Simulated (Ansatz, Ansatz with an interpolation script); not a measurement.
# Cs2KYF6 (Fm-3m): what limits a Wannier interpolation of GW

Wanted: errors and cost of interpolated bands of Cs2KYF6 (Fm-3m) under coarser or faulty settings.

Program: Ansatz 0.2.0. Level of theory: maximally localised Wannier functions, LDA, plane waves, PAW; PAW set soft_1. Results are calculated unless marked as measured.

## (1) Set-up

It takes space group Fm-3m (No. 225, cubic). Conventional cell: a = 9.445 Å, b = 9.445 Å, c = 9.445 Å, α = 90.00°, β = 90.00°, γ = 90.00°. Nearest to K lie 6 F at 2.60 Å. Cs has 12 F at 3.35 Å nearest. Nearest to Y lie 6 F at 2.13 Å. F has 1 Y at 2.13 Å and 1 K at 2.60 Å and 4 Cs at 3.35 Å nearest. Farther neighbours and most contacts between anions are not listed.

Coordinates:

```cif
data_structure
_symmetry_space_group_name_H-M 'Fm-3m'
_symmetry_Int_Tables_number 225
_cell_length_a 9.4450
_cell_length_b 9.4450
_cell_length_c 9.4450
_cell_angle_alpha 90.000
_cell_angle_beta 90.000
_cell_angle_gamma 90.000
_cell_volume 842.57
loop_
_atom_site_label
_atom_site_type_symbol
_atom_site_symmetry_multiplicity
_atom_site_Wyckoff_symbol
_atom_site_fract_x
_atom_site_fract_y
_atom_site_fract_z
_atom_site_occupancy
K1 K 4 b 0.50000 0.00000 0.00000 1
Cs1 Cs 8 c 0.25000 0.75000 0.75000 1
Y1 Y 4 a 0.00000 0.00000 0.00000 1
F1 F 24 e 0.22500 0.00000 0.00000 1
```

The cell and positions come from the Crystallography Open Database and are kept as given unless a step says otherwise. Spin-orbit coupling is left out unless a step names it.

## (2) Wannier model on 8×8×8

Localised functions give a small Hamiltonian that interpolates between mesh points at no cost.

input.yaml reads:

```yaml
crystal:
  lattice:
    - [0.0, 4.7225, 4.7225]
    - [4.7225, 0.0, 4.7225]
    - [4.7225, 4.7225, 0.0]
  atoms:
    - { symbol: K, position: [0.5, 0.5, 0.5] }
    - { symbol: Cs, position: [0.25, 0.25, 0.25] }
    - { symbol: Cs, position: [0.75, 0.75, 0.75] }
    - { symbol: "Y", position: [0.0, 0.0, 0.0] }
    - { symbol: F, position: [0.775, 0.225, 0.225] }
    - { symbol: F, position: [0.225, 0.775, 0.225] }
    - { symbol: F, position: [0.225, 0.775, 0.775] }
    - { symbol: F, position: [0.775, 0.225, 0.775] }
    - { symbol: F, position: [0.225, 0.225, 0.775] }
    - { symbol: F, position: [0.775, 0.775, 0.225] }
kpoints:
  mp_grid: { grid: [4, 4, 4] }
hamiltonian:
  xc: lda
  pseudopotentials: { kind: paw, azcp: { folder: soft_1 }, xc_functional: pbe }
scf:
  occupations: { method: fixed }
  n_extra_bands: 112
output:
  wannier:
    kmesh: [8, 8, 8]
    projections:
      - { species: Cs, l: s, shell: 6 }
      - { species: Cs, l: p, shell: 5 }
      - { species: F, l: p, shell: 2 }
      - { species: "Y", l: d, shell: 4 }
    minimise: true
    write_hr: true
    seedname: w
    conv_tol: 1.0e-06
    max_iter: 20000
    stability_check: false
    disentanglement:
      window: [-3.49, 14.95]
      frozen_window: [-3.49, 9.16]
      conv_tol: 1.0e-08
```

Started as:

```sh
$ ansatz run input.yaml --threads 2 --pin off --max-ram 92160MiB --backend cuda --events-out ev --progress --plain --runs-dir out --devices 1 --max-vram 13GiB
```

Numbers of over 12 decimals in the logs are rounded to 6 here.

The log of the run:

```text
scf.n_extra_bands = 112 over 40 filled bands (N_el = 80.0): the run solves 152 bands
GPUs: using 1 of 1 available (devices: 1).
Engine: ansatz 0.2.0, x86_64-unknown-linux-gnu
Pseudopotentials: kind: paw
Pseudopotential: K, paw, valence charge 9, recommended cutoff 420 eV (normal), soft_1/K.paw.azcp
Pseudopotential: Cs, paw, valence charge 9, recommended cutoff 420 eV (normal), soft_1/Cs.paw.azcp
Pseudopotential: Y, paw, valence charge 11, recommended cutoff 420 eV (normal), soft_1/Y.paw.azcp
Pseudopotential: F, paw, valence charge 7, recommended cutoff 420 eV (normal), soft_1/F.paw.azcp
Functional definition: SPW92
  exchange = slater_x
  correlation = pw_c
device memory: the entry about to start is reckoned to put 3.6 GiB on a device that reports 44.9 GiB free (of which the cap on the GPU budget leaves the run 13.0 GiB)
GPU FFT provider: cuFFT
GPU libraries: cuBLAS 13.8.2, cuFFT 12.4.0, cuSOLVER 12.3.4
Crystal: 10 atoms, lattice volume = 210.642 Å³
Basis set: ecut = 420 eV, 4111 PW (Γ)
Bands: 152, of which v1, the nominal top of the filled ones, is band 40 counted from 1 (39 counted from 0)
Symmetry: 48 space group operations
Space group: Fm-3m (ITA 225), of the structure as read, at distance tolerance 5.9e-5 Å
k-points: 8 of 64
Non-local potential: K, projectors of the file, l = 0: 3, l = 1: 2, l = 2: 2
Non-local potential: Cs, projectors of the file, l = 0: 3, l = 1: 2, l = 2: 2, l = 3: 2
Non-local potential: Y, projectors of the file, l = 0: 3, l = 1: 2, l = 2: 2, l = 3: 1
Non-local potential: F, projectors of the file, l = 0: 2, l = 1: 2, l = 2: 1
PAW form: soft (Blöchl's): semilocal exchange-correlation on the pseudo side does not see the compensation charge
PAW frozen core: K, regenerated for the run's functional, and the local potential with it (the file was generated under x = pbe(κ = 0.804, μ = 0.219515), c = pbe(β = 0.066725))
PAW frozen core: Cs, regenerated for the run's functional, and the local potential with it (the file was generated under x = pbe(κ = 0.804, μ = 0.219515), c = pbe(β = 0.066725))
PAW frozen core: Y, regenerated for the run's functional, and the local potential with it (the file was generated under x = pbe(κ = 0.804, μ = 0.219515), c = pbe(β = 0.066725))
PAW frozen core: F, regenerated for the run's functional, and the local potential with it (the file was generated under x = pbe(κ = 0.804, μ = 0.219515), c = pbe(β = 0.066725))
PAW one-centre angular grid: K, 110 points (default); XC on 64 Gauss nodes
PAW one-centre angular grid: Cs, 194 points (default); XC on 64 Gauss nodes
PAW one-centre angular grid: Y, 590 points (default); XC on 64 Gauss nodes
PAW one-centre angular grid: F, 110 points (default); XC on 64 Gauss nodes
[...]
SCF iter   4: F=—  HF=-21031.190481 eV  |F-HF|=—  |Δ(HF+E_count)|=   8.24e-2  Δρ=5.78e-3  dr2=6.06e-2  ethr=6.81e-4  ⟨swp⟩=3.0  Hψ=1738  notcnv=0  defer=878
SCF iter   5: F=—  HF=-21031.176504 eV  |F-HF|=—  |Δ(HF+E_count)|=   1.40e-2  Δρ=9.22e-4  dr2=1.39e-3  ethr=7.58e-5  ⟨swp⟩=2.0  Hψ=545  notcnv=0  defer=878
SCF iter   6: F=—  HF=-21031.176197 eV  |F-HF|=—  |Δ(HF+E_count)|=   3.07e-4  Δρ=1.85e-4  dr2=5.68e-5  ethr=1.73e-6  ⟨swp⟩=2.0  Hψ=1720  notcnv=0  defer=877
SCF iter   7: F=—  HF=-21031.176590 eV  |F-HF|=—  |Δ(HF+E_count)|=   3.93e-4  Δρ=3.79e-5  dr2=3.31e-6  ethr=7.09e-8  ⟨swp⟩=2.5  Hψ=628  notcnv=0  defer=833
SCF iter   8: F=—  HF=-21031.176590 eV  |F-HF|=—  |Δ(HF+E_count)|=   4.39e-8  Δρ=1.16e-5  dr2=3.21e-7  ethr=4.14e-9  ⟨swp⟩=2.5  Hψ=612  notcnv=0  defer=833
SCF iter   9: F=-21031.176590 eV  HF=-21031.176590 eV  |F-HF|=5.13e-9  |Δ(HF+E_count)|=   7.80e-8  Δρ=1.51e-6  dr2=6.56e-9  ethr=1.25e-10  ⟨swp⟩=14.2  Hψ=10123  notcnv=0
SCF 1 converged in 9 iterations: F = -21031.176590 eV  dr2 = 6.56e-9
[...]
device memory: the entry about to start is reckoned to put 4.2 GiB (of the 4.3 GiB reckoned in all, the device holds 0.1 GiB already) on a device that reports 44.8 GiB free (of which the cap on the GPU budget leaves the run 12.9 GiB)
NSCF: frozen V_eff on 8 k-points
[...]
device memory: the entry about to start is reckoned to put 3.1 GiB on a device that reports 44.9 GiB free (of which the cap on the GPU budget leaves the run 13.0 GiB)
NSCF: frozen V_eff on 32 k-points
the Wannier pass solved 32 of the 512 points of its mesh, and has the states at the others by symmetry: states obtained by the crystal's operations at points that were solved too leave a residual of 4.36e-13 eV (read by the count's bands and the next), within 5.56e-6 eV
SCF converged after 9 iterations
Free energy (F): -21031.176590 eV
Harris-Foulkes:  -21031.176590 eV  (|F-HF|=5.13e-9)
Internal energy: -21031.176590 eV  (E = F + TS)
E sigma→0 (E₀):  -21031.176590 eV
Fermi energy:    1.386594 eV
--- Per-component energies (eV) ---
  E_band       = -537.486444
  E_kinetic    = 2042.348548
  E_local      = -6015.984155  (includes V_loc(G=0)·N_el)
  E_nonlocal   = 630.532701
  E_hartree    = 2286.851690
  E_xc         = -1122.621720
  E_vxc        = -1235.681540  (∫ρ·V_xc dr)
  E_paw        = -14400.632198  (= ΣΔE_a)
  E_vpaw       = -532.404875  (= ΣTr[D̂ρ^β])
  E_aug_tail   = 0.004236  (compensation charges beyond the density's cutoff)
  E_ewald      = -4453.483406
  E_core_change = 1.807715  (= ΣΔE_core)
  E_smearing   = -0.000000  (= −TS)
  E_closure    = -0.000000  (closes the sum)
  Σ components = -21031.176590   (vs F -21031.176590, Δ=0.00e0)
--- Band table (eV; the first three rows and the last of 8) ---
  k-point 0: bands = [... 36 lower, 1.3212, 1.3866, 1.3866, 1.3866, 7.7560, 9.2399, 9.2399, 9.9470, ... 108 higher]
  k-point 1: bands = [... 36 lower, 1.2339, 1.3499, 1.3499, 1.3518, 8.3647, 9.6297, 9.6297, 9.9497, ... 108 higher]
  k-point 2: bands = [... 36 lower, 1.1529, 1.3057, 1.3057, 1.3078, 9.5742, 9.6275, 10.0301, 10.0301, ... 108 higher]
  k-point 7: bands = [... 36 lower, 1.2771, 1.2771, 1.3164, 1.3164, 9.8360, 9.8360, 10.0311, 10.2984, ... 108 higher]
Wannier search: line search 1 of at most 20000: gauge-dependent spread (as the search counts it) 6.6581374 Å², largest recent change 1.6e0 Å² against conv_tol 1.0e-6 Å², 0 stops escaped
```

Run time: 34 s. Hardware: 1 × NVIDIA H100 80GB HBM3 (shared by 6 runs) with 2 threads of AMD EPYC 7R13 (Zen 3), shared host; peak memory 2.5 GiB; 39 s of CPU time.

Numbers from this step:

* gauge-invariant spread: 55.18 Å²
* diagonal spread: 0.004920 Å²
* off-diagonal spread: 5.149 Å²
* total spread: 60.33 Å²
* least projectability: 0.4579
* localisation steps: 70
* disentanglement steps: 406
* r.m.s. interpolation error: 8.85e-4 eV
* r.m.s. error near the gap: 0.001019 eV

Near the gap the model misses directly solved bands by 1.0 meV r.m.s. and by 18 meV at most in the window tested. This tests the starting bands, not the corrections carried with them.

## (3) Wannier model on 4×4×4

Edit input.yaml of step 2 so:

```diff
@@ -26,3 +26,3 @@
   wannier:
-    kmesh: [8, 8, 8]
+    kmesh: [4, 4, 4]
     projections:
```

The log of the run:

```text
[...]
GPUs: using 1 of 1 available (devices: 1).
[...]
GPU FFT provider: cuFFT
GPU libraries: cuBLAS 13.8.2, cuFFT 12.4.0, cuSOLVER 12.3.4
Crystal: 10 atoms, lattice volume = 210.642 Å³
Basis set: ecut = 420 eV, 4111 PW (Γ)
Bands: 152, of which v1, the nominal top of the filled ones, is band 40 counted from 1 (39 counted from 0)
Symmetry: 48 space group operations
[...]
k-points: 8 of 64
[...]
GPU buffer pool allocated for 91125 grid points (all kernels)
[...]
SCF iter   1: F=—  HF=-21042.305219 eV  |F-HF|=—  |Δ(HF+E_count)|=         —  Δρ=1.55e-1  dr2=4.26e1  ethr=3.10e-3  ⟨swp⟩=4.2  Hψ=4295  notcnv=0  defer=845
[...]
SCF iter   9: F=-21031.176590 eV  HF=-21031.176590 eV  |F-HF|=5.13e-9  |Δ(HF+E_count)|=   7.80e-8  Δρ=1.51e-6  dr2=6.56e-9  ethr=1.25e-10  ⟨swp⟩=14.2  Hψ=10123  notcnv=0
SCF 1 converged in 9 iterations: F = -21031.176590 eV  dr2 = 6.56e-9
[...]
NSCF: frozen V_eff on 8 k-points
[...]
SCF converged after 9 iterations
Free energy (F): -21031.176590 eV
[...]
Internal energy: -21031.176590 eV  (E = F + TS)
E sigma→0 (E₀):  -21031.176590 eV
Fermi energy:    1.386594 eV
[...]
--- Band table (eV; the first three rows and the last of 8) ---
  k-point 0: bands = [... 36 lower, 1.3212, 1.3866, 1.3866, 1.3866, 7.7560, 9.2399, 9.2399, 9.9470, ... 108 higher]
  k-point 1: bands = [... 36 lower, 1.2339, 1.3499, 1.3499, 1.3518, 8.3647, 9.6297, 9.6297, 9.9497, ... 108 higher]
  k-point 2: bands = [... 36 lower, 1.1529, 1.3057, 1.3057, 1.3078, 9.5742, 9.6275, 10.0301, 10.0301, ... 108 higher]
  k-point 7: bands = [... 36 lower, 1.2771, 1.2771, 1.3164, 1.3164, 9.8360, 9.8360, 10.0311, 10.2984, ... 108 higher]
[...]
```

Run time: 7.7 s. Hardware: 1 × NVIDIA H100 80GB HBM3 (shared by 6 runs) with 2 threads; peak memory 1.2 GiB; 9.4 s of CPU time.

This step gave:

```
gauge-invariant spread     : 49.95 Å²
diagonal spread            : 0.005464 Å²
off-diagonal spread        : 4.809 Å²
total spread               : 54.76 Å²
least projectability       : 0.4579
localisation steps         : 28
disentanglement steps      : 123
r.m.s. interpolation error : 0.002111 eV
r.m.s. error near the gap  : 0.002424 eV
```

Near the gap the model misses directly solved bands by 2.4 meV r.m.s. and by 56 meV at most in the window tested. This tests the starting bands, not the corrections carried with them.

Frozen up to 7.77 eV; above it the model need not follow the bands. The electronic bands at the labelled points (eV, zero at the valence-band top; v1 is the highest filled band, c1 the lowest empty one):

```
    point     v4     v3     v2     v1    c1    c2    c3    c4
        Γ  -0.07   0.00   0.00   0.00  6.37  9.05  9.05  9.05
  halfway  -0.11  -0.05  -0.05   0.00  7.12  9.02  9.10  9.10
        X  -0.13  -0.08  -0.08  -0.01  8.20  8.93  9.15  9.15
  halfway  -0.12  -0.11  -0.10  -0.02  8.32  8.96  9.12  9.14
        U  -0.16  -0.15  -0.11  -0.03  8.60  8.82  9.03  9.13
jump to K  -0.16  -0.15  -0.11  -0.03  8.60  8.82  9.03  9.13
  halfway  -0.10  -0.06  -0.05  -0.04  7.19  9.05  9.08  9.09
        Γ  -0.07   0.00   0.00   0.00  6.37  9.05  9.05  9.05
  halfway  -0.15  -0.04  -0.04  -0.03  6.98  9.05  9.07  9.07
        L  -0.23  -0.08  -0.08  -0.08  8.51  8.58  9.09  9.09
  halfway  -0.18  -0.13  -0.07  -0.07  8.58  8.64  9.08  9.09
        W  -0.11  -0.11  -0.07  -0.07  8.79  8.79  9.09  9.09
  halfway  -0.15  -0.12  -0.09  -0.02  8.42  8.99  9.07  9.14
        X  -0.13  -0.08  -0.08  -0.01  8.20  8.93  9.15  9.15
```

The same for Kohn-Sham, solved directly:

```csv
point,v4,v3,v2,v1,c1,c2,c3,c4
Γ,-0.07,0.00,0.00,0.00,6.37,7.85,7.85,8.56
X,-0.13,-0.08,-0.08,-0.01,7.98,8.28,8.63,8.74
U,-0.16,-0.15,-0.11,-0.03,8.31,8.40,8.60,8.80
K,-0.16,-0.15,-0.11,-0.03,8.31,8.40,8.60,8.80
Γ,-0.07,0.00,0.00,0.00,6.37,7.85,7.85,8.56
L,-0.23,-0.08,-0.08,-0.08,8.19,8.24,8.64,8.64
W,-0.11,-0.11,-0.07,-0.07,8.45,8.45,8.64,8.91
X,-0.13,-0.08,-0.08,-0.01,7.98,8.28,8.63,8.74
```

## (4) A faulty Wannier input

This step: maximally localised Wannier functions, LDA, plane waves, PAW.

Edit input.yaml of step 3 so:

```diff
@@ -36,3 +36,3 @@
     conv_tol: 1.0e-06
-    max_iter: 20000
+    max_iter: 3
     stability_check: false
```

Started as:

```sh
$ ansatz run input.yaml --threads 2 --pin off --max-ram 92160MiB --backend cpu --events-out ev --progress --plain --runs-dir out
```

The log of the run:

```text
Error: invalid value for `output.wannier.max_iter`: must be ≥ 5; got 3
```

Wall time 0.21 s (2 threads); peak memory 0.091 GiB.

The input was rejected at the start.

The program's message: “Error: invalid value for `output.wannier.max_iter`: must be ≥ 5; got 3”

The fault put into this input: too few iterations.

## (5) G0W0: 4×4×4 mesh, 792 empty bands, screening to 140 eV, PAW set soft_1 files

G0W0 replaces the xc potential by the self-energy, built once from these orbitals. Only a window of levels is corrected, while the sums run over the empty bands that the input names.

This step: G0W0 on LDA, plane waves, PAW; PAW set soft_1.

input.yaml, the sections that differ from step 4:

```yaml
scf:
  occupations: { method: fixed }
gw:
  n_empty_bands: 792
  ecut_chi: 140.0
  qp_bands: [v24, c1]
  screening: { model: contour_deformation }
# crystal, kpoints, hamiltonian: as in step 4
# output: removed
```

Started as:

```sh
$ ansatz run input.yaml --threads 2 --pin off --max-ram 92160MiB --backend cuda --events-out ev --progress --plain --runs-dir out --devices 1 --max-vram 13GiB
```

The log of the run:

```text
GPUs: using 1 of 1 available (devices: 1).
[...]
GPU FFT provider: cuFFT
GPU libraries: cuBLAS 13.8.2, cuFFT 12.4.0, cuSOLVER 12.3.4
Crystal: 10 atoms, lattice volume = 210.642 Å³
Basis set: ecut = 420 eV, 4111 PW (Γ)
Bands: 50, of which v1, the nominal top of the filled ones, is band 40 counted from 1 (39 counted from 0)
Symmetry: 48 space group operations
[...]
k-points: 8 of 64
[...]
0    24     -0.0901   -30.0187     5.6470   -22.3588  0.7693    -2.1619    -2.1030  root
[...]
7    38      1.2772   -31.3652     5.4795   -23.9183  0.7817    -0.7365    -0.6902  root
     7    39      1.3165   -30.7729     5.5841   -23.2209  0.7749    -0.7008    -0.6514  root
     7    40      1.3165   -30.7729     5.5841   -23.2209  0.7749    -0.7008    -0.6514  root
     7    41      9.8360    -6.3680    -3.1378   -11.2007  0.8687    11.5490    11.5309  root
[key lines of the parts left out:]
SCF converged after 9 iterations
Free energy (F): -21031.176590 eV
Fermi energy:    1.386666 eV
```

Elapsed: 2.1 min, on 1 × NVIDIA H100 80GB HBM3 (shared by 6 runs) with 2 threads; peak memory 2.3 GiB.

The G0W0 gap on the mesh is 9.863 eV.

(Continued in part 2 of 2.)

[Paths, hosts, dates, memory and timing lines, banners, echoed tables and standing remarks are left out of the program output.]

[Logs are printed without paths, hosts, clocks, repeated set-up lines and the standing remarks that a program may print on its own settings, such as how far it seeks lower states.]

[Runs of the session that timed out or met a known fault of the program may be left out.]

[Hosts, paths, dates, database ids (printed as entryN), source tags and the programs' standing remarks are cut or masked in the printed files.]
